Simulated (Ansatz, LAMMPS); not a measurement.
**A faulty run on amorphous poly(propylene oxide) (as short chains C35O12H72) at 380 K (238 atoms)**

Program: Ansatz 0.2.0. The cell: 70 C, 24 O and 144 H.

Input file input.yaml:

```yaml
crystal:
  lattice:
    - [13.44478, 0.0, 0.0]
    - [0.0, 13.44478, 0.0]
    - [0.0, 0.0, 13.44478]
  atoms:
    - { symbol: C, position: [0.73613, 0.38319, 0.26418] }
    - { symbol: O, position: [0.70606, 0.30309, 0.20294] }
    - { symbol: C, position: [0.6024, 0.31258, 0.18394] }
    - { symbol: C, position: [0.57532, 0.2497, 0.0934] }
    - { symbol: C, position: [0.60433, 0.14225, 0.1175] }
    - { symbol: O, position: [0.63614, 0.2706, 0.01023] }
    - { symbol: C, position: [0.6319, 0.37785, 0.98904] }
    - { symbol: C, position: [0.6465, 0.39985, 0.87902] }
    - { symbol: C, position: [0.6016, 0.50007, 0.8471] }
    - { symbol: O, position: [0.74814, 0.39787, 0.838] }
    - { symbol: C, position: [0.81803, 0.32257, 0.87783] }
    - { symbol: C, position: [0.91896, 0.335, 0.82533] }
    - { symbol: C, position: [0.97593, 0.42551, 0.86147] }
    - { symbol: O, position: [0.98298, 0.24432, 0.83882] }
    - { symbol: C, position: [0.07566, 0.25575, 0.79973] }
    - { symbol: C, position: [0.13552, 0.15791, 0.79459] }
    - { symbol: C, position: [0.1246, 0.0901, 0.8774] }
    - { symbol: O, position: [0.23616, 0.17969, 0.7809] }
    [... 214 atom lines left out ...]
    - { symbol: H, position: [0.25213, 0.72655, 0.40649] }
    - { symbol: H, position: [0.12822, 0.73214, 0.4494] }
    - { symbol: H, position: [0.21154, 0.79318, 0.51899] }
    - { symbol: H, position: [0.01121, 0.956, 0.55695] }
    - { symbol: H, position: [0.99019, 0.94719, 0.42659] }
    - { symbol: H, position: [0.01612, 0.83544, 0.49257] }
kpoints:
  mp_grid: { grid: [1, 1, 1] }
hamiltonian:
  xc: pbe
  dispersion: d3bj
scf:
  occupations: { method: fermi_dirac, width: 0.025 }
  eigensolver:
    kind:
      support_functions: { accuracy: low, density_matrix: { truncated: {} } }
  max_iter: 50
output:
  forces: true
  eigenvalues: true
  populations: true
```

Run with:

```
$ ansatz run input.yaml --threads 8 --pin off --max-ram 15872MiB --backend cpu --events-out ev --progress --plain --runs-dir out
```

Output:

```text
Error: 2 input errors — fix all and re-run
  1. scf.eigensolver.kind.support_functions.density_matrix.truncated with output.eigenvalues: true / output.band_residual_tolerance — output.eigenvalues: true solves for levels over bands that are not computed with a truncated density matrix; leave output.eigenvalues out, or use density_matrix: full
  2. scf.eigensolver.kind.support_functions.density_matrix.truncated with output.populations / output.dos.projected / output.hubbard — populations and occupation matrices are of bands that are not computed with a truncated density matrix; use density_matrix: full
```

Wall time 0.03 s (8 threads of Arm Neoverse V2, shared host); peak memory 0.032 GiB.

**Question.** What is wrong with this input, and how is it mended?

Levels asked of a truncated density matrix: basis.ecutwfc removed, support_functions.accuracy = "low" and support_functions.density_matrix.truncated = {}.

The fix is to ask for no levels or populations, or keep the full density matrix.

The program refused it before any cycle.

[Logs are printed without paths, hosts, clocks, repeated set-up lines and the standing remarks that a program may print on its own settings, such as how far it seeks lower states.]

[Hosts, paths, dates, database ids (printed as entryN), source tags and the programs' standing remarks are cut or masked in the printed files.]
